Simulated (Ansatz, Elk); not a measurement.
# LuCrGa4Ir: X-ray structure factors from the self-consistent density, part 2 of 2

The structure of LuCrGa4Ir used here is made up (a known structure type with other elements) and was relaxed beforehand with PBEsol. The aim is the Fourier transform of its all-electron density, F(hkl), set beside the sum over free spherical atoms that refinements use.

Elk 11.2.3 (patched build); all-electron DFT.

So far: Set-up; Ground state and structure factors; The magnetisation density.

The structure was built from a prototype and need not be the compound's stable phase.

## Step 4: The highest occupied states alone

Level of this step: DFT, PBE, all-electron APW+lo, Dirac cores, scalar-relativistic bands, static density, ferromagnetic start (Elk).

An energy window below the Fermi level keeps the highest occupied states, to see at which angles they scatter; shallow core shells can lie inside it and anion s states outside. No new self-consistency is needed.

File elk.in:

```
tasks
  195

xctype
  20

spinpol
  .true.

rgkmax
  7.0

gmaxvr
  14.0

lmaxo
  7

lmaxapw
  8

swidth
  0.002

tshift
  .false.

ramdisk
  .false.

hmaxvr
  5.5

maxscl
  120

epspot
  1e-06

reducebf
  0.8

wsfac
  -0.254530 0.596710

sppath
  './'

avec
  8.06084604005 0.00000000000 0.00000000000
  0.00000000000 8.06084604005 0.00000000000
  0.00000000000 0.00000000000 12.45310431193

atoms
  4
  'Ir.in'
  1
  0.0000000000 0.0000000000 0.5000000000   0.000000 0.000000 0.000000
  'Lu.in'
  1
  0.0000000000 0.0000000000 0.0000000000   0.000000 0.000000 0.000000
  'Ga.in'
  4
  0.5000000000 -0.0000000000 0.7084164372   0.000000 0.000000 0.000000
  -0.0000000000 0.5000000000 0.7084164372   0.000000 0.000000 0.000000
  0.5000000000 -0.0000000000 0.2915835628   0.000000 0.000000 0.000000
  -0.0000000000 0.5000000000 0.2915835628   0.000000 0.000000 0.000000
  'Cr.in'
  1
  0.5000000000 0.5000000000 0.0000000000   0.000000 0.000000 -0.170000

ngridk
  5 5 3
```

On the command line:

```bash
$ OMP_NUM_THREADS=4 elk
```

Numbers of over 12 decimals in the logs are rounded to 6 here.

What it wrote:

```text
┌─────────────────────────────────┐
│ Elk code version 11.2.3 started │
└─────────────────────────────────┘

Info(readinput): the functional depends on the density's gradient
 muffin-tin radial points multiplied by    2.00000
 (not where nrmtscf is given)

┌────────────────────┐
│ Current task : 195 │
└────────────────────┘
Info(checkmt): changed muffin-tin radius of species 1 (Ir) from   2.8000 to   2.5544
Info(checkmt): changed muffin-tin radius of species 3 (Ga) from   2.4000 to   2.1894

Info(sfacrho): density structure factors written to SFACRHO.OUT

 Energy window :  -0.2545300000      0.5967100000

┌──────────────────┐
│ Elk code stopped │
└──────────────────┘
```

It took 14 s on 4 threads of Intel Xeon 6975P-C (Granite Rapids), shared host; peak memory 0.53 GiB; 24 s of CPU time.

States within 15 eV below the Fermi level hold 84.00 electrons; any levels below the window count with the cores. Their amplitudes can exceed the total, where window and core parts have opposite phase:

| hkl | sin θ/λ (Å⁻¹) | abs F, window | abs F, all |
| --- | --- | --- | --- |
| 001 | 0.076 | 0.757 | 14.109 |
| 100 | 0.117 | 15.983 | 116.603 |
| 101 | 0.140 | 4.721 | 26.229 |
| 002 | 0.152 | 12.388 | 59.530 |
| 110 | 0.166 | 17.190 | 44.648 |
| 111 | 0.182 | 20.119 | 39.499 |
| 102 | 0.192 | 12.200 | 107.978 |
| 112 | 0.225 | 40.820 | 221.356 |
| 003 | 0.228 | 31.757 | 79.205 |
| 200 | 0.234 | 43.400 | 231.033 |

## Step 5: Another functional

The difference from free atoms is small, so it is set against the change that LDA (Perdew-Wang) makes.

Changes to elk.in since step 4:

```diff
@@ -1,6 +1,8 @@
 tasks
+  0
   195
+  196
 
 xctype
-  20
+  3
 
@@ -42,5 +44,2 @@
 
-wsfac
-  -0.254530 0.596710
-
 sppath
```

On the command line:

```bash
$ OMP_NUM_THREADS=4 elk
```

What it wrote:

```text
┌─────────────────────────┐
│ Elk code version 11.2.3 │
└─────────────────────────┘

All units are atomic (Hartree, Bohr, etc.)

┌─────────────────────────────────────────────────┐
│ Ground-state run starting from atomic densities │
└─────────────────────────────────────────────────┘

Lattice vectors :
   8.060846040       0.000000000       0.000000000
   0.000000000       8.060846040       0.000000000
   0.000000000       0.000000000       12.45310431

Reciprocal lattice vectors :
  0.7794697078       0.000000000       0.000000000
[...]
muffin-tins
  species : 1 (Ir)
[...]
species : 2 (Lu)
[...]
species : 3 (Ga)
[...]
atom 4                    :   0.9318184643E-02
  species : 4 (Cr)
   atom 1                    :    3.352197483
 total in muffin-tins        :    3.573360740
 total moment                :    4.086323497

┌──────────────────────────────┐
│ Self-consistent loop stopped │
└──────────────────────────────┘

Warning : core states of species 1 leak from the muffin-tin :   0.8786399845E-03

Warning : core states of species 3 leak from the muffin-tin :   0.2330747065E-02

Wrote STATE.OUT
[key lines of the parts left out:]
total energy                :     -41234.629027990
```

The job ended after 5 min (4 threads; peak memory 0.55 GiB).

Against the first run R = 0.02 %; the largest change is -0.100 at 220. The moment goes from 4.19 to 4.09 μB.

## Step 6: Basis size

A smaller basis shows how fast F responds to it; the change is likely larger than the basis error of the first run, but doesn't show convergence.

Changes to elk.in since step 5:

```diff
@@ -6,3 +6,3 @@
 xctype
-  3
+  20
 
@@ -12,3 +12,3 @@
 rgkmax
-  7.0
+  5.5
```

On the command line:

```bash
$ OMP_NUM_THREADS=4 elk
```

What it wrote:

```text
┌─────────────────────────┐
│ Elk code version 11.2.3 │
└─────────────────────────┘

All units are atomic (Hartree, Bohr, etc.)

┌─────────────────────────────────────────────────┐
│ Ground-state run starting from atomic densities │
└─────────────────────────────────────────────────┘

Lattice vectors :
   8.060846040       0.000000000       0.000000000
   0.000000000       8.060846040       0.000000000
   0.000000000       0.000000000       12.45310431

Reciprocal lattice vectors :
  0.7794697078       0.000000000       0.000000000
[...]
muffin-tins
  species : 1 (Ir)
[...]
species : 2 (Lu)
[...]
species : 3 (Ga)
[...]
atom 4                    :  -0.5984277953E-03
  species : 4 (Cr)
   atom 1                    :    3.446477646
 total in muffin-tins        :    3.625006419
 total moment                :    4.194330737

┌──────────────────────────────┐
│ Self-consistent loop stopped │
└──────────────────────────────┘

Warning : core states of species 1 leak from the muffin-tin :   0.8820765498E-03

Warning : core states of species 3 leak from the muffin-tin :   0.2290667709E-02

Wrote STATE.OUT
[key lines of the parts left out:]
total energy                :     -41266.325871322
```

It took 7.4 min on 4 threads; peak memory 0.75 GiB.

Against the first run R = 0.03 %; the largest change is +0.190 at 220. The moment goes from 4.19 to 4.19 μB.

## Step 7: Settings against the effect

| run | R against the first run (%) | R against neutral atoms, low angle (%) | wall time |
| --- | --- | --- | --- |
| PBE, rgkmax 7 | 0.00 | 0.54 | 7.2 min |
| LDA (Perdew-Wang) | 0.02 | 0.54 | 5 min |
| rgkmax 5.5 | 0.03 | 0.53 | 7.4 min |

## Step 8: What came out

- R against neutral atoms, sin θ/λ < 0.3 Å⁻¹: 0.54 %
- R against neutral atoms, 0.3 to 0.72 Å⁻¹: 0.20 %

**Reading.** Independent neutral atoms miss the calculated amplitudes by R = 0.54 % below 0.3 Å⁻¹ and 0.20 % from there to 0.72 Å⁻¹; by shells, 0.38 % below 0.15 Å⁻¹ (3 forms), 0.55 % 0.15 to 0.3 (13 forms), 0.22 % 0.3 to 0.45 (28 forms), 0.20 % above 0.45 (105 forms). Bonding, aspherical density and the tables' own atoms all enter these figures, and the runs don't part them. The largest change of an amplitude is -1.27 electrons, at 200. The relaxation gave a moment of 3.80 μB against 4.19 μB here, so the moment isn't settled. The magnetic order is that of the start. No other order was tried here, and an antiferromagnetic one would change or move the magnetic intensity. The window's part falls from 84.0 electrons at the origin to at most 19.93 between 0.45 and 0.72 Å⁻¹, where compact states inside the window still scatter. The window holds more than the 44 outer electrons of the free atoms, so shallow core shells lie inside it. Below 0.3 Å⁻¹ the changes that finished (LDA (Perdew-Wang) and rgkmax 5.5) move F by R = 0.03 % at most, against the 0.54 % that separates it from free atoms. The magnetic factors move by R = 2.8 % (LDA (Perdew-Wang)) and 1.0 % (rgkmax 5.5), so they aren't settled to better than that. The k-mesh has no finished test. Spin-orbit coupling is left out, which can matter for elements this heavy. Part of the difference isn't bonding: the tables are fits to free atoms and ions calculated by other methods than this functional. Thermal motion, anomalous dispersion and extinction are left out.

[Logs are printed without paths, hosts, clocks, repeated set-up lines and the standing remarks that a program may print on its own settings, such as how far it seeks lower states.]

[Hosts, paths, dates, database ids (printed as entryN), source tags and the programs' standing remarks are cut or masked in the printed files.]
